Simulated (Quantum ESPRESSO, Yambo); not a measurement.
Planning a run of Quantum ESPRESSO 7.5 on Si3N4 (Fd-3m). The input:

```
&control
  calculation = 'scf'
  prefix = 'x'
  outdir = 'o'
  pseudo_dir = 'pseudo'
/
&system
  ibrav = 0
  nat = 14
  ntyp = 2
  ecutwfc = 72.0
  nbnd = 43
  force_symmorphic = .true.
/
&electrons
  conv_thr = 1e-10
  electron_maxstep = 80
  mixing_beta = 0.5
/
ATOMIC_SPECIES
  Si 28.085 Si.upf
  N 14.007 N.upf
CELL_PARAMETERS angstrom
  -0.0000000000 3.8937180000 3.8937180000
  3.8937180000 0.0000000000 3.8937180000
  3.8937180000 3.8937180000 -0.0000000000
ATOMIC_POSITIONS crystal
  Si 0.1250000000 0.1250000000 0.6250000000
  Si 0.1250000000 0.6250000000 0.1250000000
  Si 0.6250000000 0.1250000000 0.1250000000
  Si 0.1250000000 0.1250000000 0.1250000000
  Si 0.7500000000 0.7500000000 0.7500000000
  Si 0.5000000000 0.5000000000 0.5000000000
  N 0.3675630000 0.3675630000 0.3675630000
  N 0.3526890000 0.8824370000 0.8824370000
  N 0.8824370000 0.8824370000 0.3526890000
  N 0.8824370000 0.3526890000 0.8824370000
  N 0.3675630000 0.3675630000 0.8973110000
  N 0.3675630000 0.8973110000 0.3675630000
  N 0.8824370000 0.8824370000 0.8824370000
  N 0.8973110000 0.3675630000 0.3675630000
K_POINTS automatic
  4 4 4 0 0 0
```

```sh
OMP_NUM_THREADS=1 mpirun -n 4 pw.x -nk 4 -in pw.in > pw.out
```

Q: How long will it take on 4 MPI ranks of Arm Neoverse V1, shared host, and how much memory?

It took 22 s; on shared hardware allow 11 s to 44 s. Peak host memory was 0.52 GiB.

[Paths, hosts, dates, memory and timing lines, banners, echoed tables and standing remarks are left out of the program output.]

[Logs are printed without paths, hosts, clocks, repeated set-up lines and the standing remarks that a program may print on its own settings, such as how far it seeks lower states.]

[Runs of the session that timed out or met a known fault of the program may be left out.]

[Hosts, paths, dates, database ids (printed as entryN), source tags and the programs' standing remarks are cut or masked in the printed files.]
